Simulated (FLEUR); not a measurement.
# MnS (Alabandite): parallel and opposed starts, part 3 of 3

Does MnS (Alabandite) prefer parallel or opposed moments?

FLEUR MaX-R8.1; PBE with U = 4 eV on Mn d; all-electron FLAPW, Dirac cores, scalar-relativistic bands.

So far, largest spin moment in the muffin-tin sphere (μB): step 2 (order 1, typed as ferro +) 4.77; step 3 (order 2, typed as antiferro q=(0,1/2,1/2) +-) 4.73; step 4 (order 3, typed as antiferro q=(0,0,1/2) +-) 4.64.

## (5) Order 4, typed as no spin polarisation

A spinless run shows what the cell costs with no moments; under a U that can hold a penalty on part-filled orbitals beside the lost exchange.

The k list default-1 (kpts.xml, not shown) is a Γ-centred 8×8×8 mesh.

Contents of inp.xml:

```
<?xml version="1.0" encoding="UTF-8" standalone="no"?>
<fleurInput fleurInputVersion="0.39">
   <comment>
      MnS
   </comment>
   <calculationSetup>
      <cutoffs Kmax="3.95" Gmax="11.9" GmaxXC="11.9" numbands="0"/>
      <scfLoop itmax="120" minDistance="0.0001" maxIterBroyd="15" imix="Anderson" alpha="0.05" precondParam="0.0" spinf="2.0" sdNocoIR="T"/>
      <coreElectrons ctail="T" frcor="F" kcrel="0" coretail_lmax="0"/>
      <xcFunctional name="pbe" relativisticCorrections="F"/>
      <magnetism jspins="1"/>
      <soc l_soc="F" theta="0.0" phi="0.0" spav="F"/>
      <expertModes spex="0" secvar="F"/>
      <geometryOptimization l_f="F" forcealpha="1.0" forcemix="BFGS" epsdisp="0.00001" epsforce="0.00001"/>
      <ldaU l_linMix="F" mixParam="0.05" spinf="1.0"/>
   </calculationSetup>
   <cell>
      <bzIntegration valenceElectrons="21.0" mode="hist" fermiSmearingEnergy="0.00183747">
         <kPointListSelection listName="default-1"/>
         <xi:include xmlns:xi="http://www.w3.org/2001/XInclude" href="kpts.xml"> </xi:include>
      </bzIntegration>
      <xi:include xmlns:xi="http://www.w3.org/2001/XInclude" href="sym.xml"> </xi:include>
      <bulkLattice scale="1.0">
         <bravaisMatrix>
            <row-1>    0.0000000000000000     4.9355866922302800     4.9355866922302800</row-1>
            <row-2>    4.9355866922302800     0.0000000000000000     4.9355866922302800</row-2>
            <row-3>    4.9355866922302800     4.9355866922302800     0.0000000000000000</row-3>
         </bravaisMatrix>
      </bulkLattice>
   </cell>
   <atomSpecies>
      <species name="Manganese (Mn)" element="Mn" atomicNumber="25">
         <mtSphere radius="2.8" gridPoints="925" logIncrement="0.013"/>
         <atomicCutoffs lmax="10" lnonsphr="8"/>
         <electronConfig flipSpins="F">
            <coreConfig>(1s1/2) (2s1/2) (2p1/2) (2p3/2)</coreConfig>
            <valenceConfig>(3s1/2) (3p1/2) (3p3/2) (4s1/2) (3d3/2) (3d5/2)</valenceConfig>
            <stateOccupation state="(3d3/2)" spinUp="1.000000" spinDown="1.000000"/>
            <stateOccupation state="(3d5/2)" spinUp="1.500000" spinDown="1.500000"/>
         </electronConfig>
         <energyParameters s="4" p="4" d="3" f="4"/>
         <ldaU l="2" U="4.0" J="0.0" l_amf="F"/>
         <lo type="SCLO" l="0" n="3" eDeriv="0"/>
         <lo type="SCLO" l="1" n="3" eDeriv="0"/>
      </species>
      <species name="Sulfur (S)" element="S" atomicNumber="16">
         <mtSphere radius="1.9" gridPoints="629" logIncrement="0.018"/>
         <atomicCutoffs lmax="8" lnonsphr="6"/>
         <electronConfig flipSpins="F">
            <coreConfig>(1s1/2) (2s1/2) (2p1/2) (2p3/2)</coreConfig>
            <valenceConfig>(3s1/2) (3p1/2) (3p3/2)</valenceConfig>
            <stateOccupation state="(3p1/2)" spinUp="0.666667" spinDown="0.666667"/>
            <stateOccupation state="(3p3/2)" spinUp="1.333333" spinDown="1.333333"/>
         </electronConfig>
         <energyParameters s="3" p="3" d="3" f="4"/>
      </species>
   </atomSpecies>
   <atomGroups>
      <atomGroup species="Manganese (Mn)">
         <relPos label="                   1">.0000000000 .0000000000 .0000000000</relPos>
         <force calculate="T" relaxXYZ="TTT"/>
      </atomGroup>
      <atomGroup species="Sulfur (S)">
         <relPos label="                   2">1.000/2.000 1.000/2.000 1.000/2.000</relPos>
         <force calculate="T" relaxXYZ="TTT"/>
      </atomGroup>
   </atomGroups>
   <output dos="F" band="F" slice="F">
      <bandDOS minEnergy="-.5*Htr" maxEnergy="0.5*Htr" sigma="0.015" storeEVData="T"/>
      <plotting iplot="0" polar="F">
         <plot TwoD="T" vec1="  1.0  0.0  0.0" vec2="  0.0  1.0  0.0" vec3="  0.0  0.0  1.0" zero="  0.0  0.0  0.0" file="plot"/>
      </plotting>
      <moessbauerParams electricFieldGradient="F" isomerShift="F" coreHyperfine="F" valenceHyperfine="F"/>
   </output>
</fleurInput>
```

Contents of crystal.txt:

```
MnS
&input film=F cartesian=F /
0.00000000000  2.61180000000  2.61180000000
2.61180000000  0.00000000000  2.61180000000
2.61180000000  2.61180000000  0.00000000000
1.8897261246
1.0 1.0 1.0

2
25 0.00000000000  0.00000000000  0.00000000000
16 0.50000000000  0.50000000000  0.50000000000

&kpt div1=8 div2=8 div3=8 gamma=T /
```

Run with:

```
$ OMP_NUM_THREADS=1 inpgen -f crystal.txt > inpgen.log  # inp.xml is then edited as shown
$ OMP_NUM_THREADS=1 mpirun -n 4 fleur_MPI > fleur.log
```

Log:

```text
[banner, memory and clock lines left out]
Welcome to FLEUR        (www.flapw.de)
      MaX-Release 8.1          (www.max-centre.eu)

 ========== k-point set info ==========
 Selected k-point list: default-1
 k-point list type: mesh
 0 x 0 x 0
 Number of k points: 32

 [... set-up left out ...]
 no density matrix found ... skipping LDA+U
 Reset of history
 Iteration:     1   Distance:      15.74156582 me/bohr^3
 Iteration:     2   Distance:      27.70380170 me/bohr^3
 Iteration:     3   Distance:      26.55701909 me/bohr^3
 Iteration:     4   Distance:      23.02112079 me/bohr^3
[...]
<sumOfEigenvalues value="     -896.7375687950">
               <coreElectrons value="-883.4624995340"/>
               <valenceElectrons value="-13.2750692610"/>
            </sumOfEigenvalues>
         [... left out ...]
            <freeEnergy value="-1557.6785535030"/>
            <extrapolationTo0K value="-1557.6772404174"/>
         </totalEnergy>
         [... left out ...]
         <ldaUDensityMatrixConvergence>
            <distance spin="1" distance="0.000000"/>
         </ldaUDensityMatrixConvergence>
         <densityConvergence units="me/bohr^3">
            <chargeDensity spin="1" distance="0.0000254131"/>
         </densityConvergence>
      </iteration>
```

Wall time 8.6 s (4 MPI ranks of Intel Xeon 6975P-C (Granite Rapids), shared host); peak memory 0.22 GiB.

Numbers from this step:

- free energy: -42386.5928 eV
- program's band gap on this mesh (in a metal only a level spacing): 0.01602 eV
- final state: non-magnetic (no spin polarisation)

It lies 4834 meV a seeded atom over the first start.

## (6) The states side by side

Free energies are divided by the number of seeded atoms, so that cells of unlike size compare. Wavevectors q in the names are fractions of the primitive cell's reciprocal vectors.

Orders:

| start | final state | typed order kept | energy over the lowest (meV a seeded atom) | largest sphere moment (μB) | net moment (μB a primitive cell) | mesh matched | CPU time (s) |
| --- | --- | --- | --- | --- | --- | --- | --- |
| ferro + | ferromagnetic | yes | 45.51 | 4.765 | 5 | yes | 38.7 |
| antiferro q=(0,1/2,1/2) +- | antiferromagnetic | yes | 29.57 | 4.73 | 0 | yes | 247.2 |
| antiferro q=(0,0,1/2) +- | antiferromagnetic | yes | 0 | 4.643 | 0 | yes | 223.2 |
| no spin polarisation | non-magnetic | - | 4879 | 0 | 0 | yes | 33.25 |

## (7) Outcome

```json
{
  "lowest state found": "antiferromagnetic (typed antiferro q=(0,0,1/2) +-)",
  "largest site spin moment": "4.64 μB",
  "next finished state": "antiferromagnetic, 29.6 meV a seeded atom higher",
  "spinless run over the lowest (under a U no clean measure of the moments)": "4879 meV a seeded atom"
}
```

In words: The lowest state found is antiferromagnetic, reached from the start antiferro q=(0,0,1/2) +-, with moments up to 4.64 μB. The next finished state costs 30 meV a seeded atom. Under a U a spinless run can be left with part-filled orbitals, which the U penalises, or fall into a low-spin state, so its energy is no clean measure of what the moments gain. This is the lowest of 4 finished starts, no proof of the ground state.

[Logs and program files are shortened in this print: banners, set-up blocks, solver, clock and traceback lines can be left out without a mark of their own.]

[Logs are printed without paths, hosts, clocks, repeated set-up lines and the standing remarks that a program may print on its own settings, such as how far it seeks lower states.]

[Hosts, paths, dates, database ids (printed as entryN), source tags and the programs' standing remarks are cut or masked in the printed files.]

[Where a cell is said to come from a database of computed structures, the database is the Materials Project.]
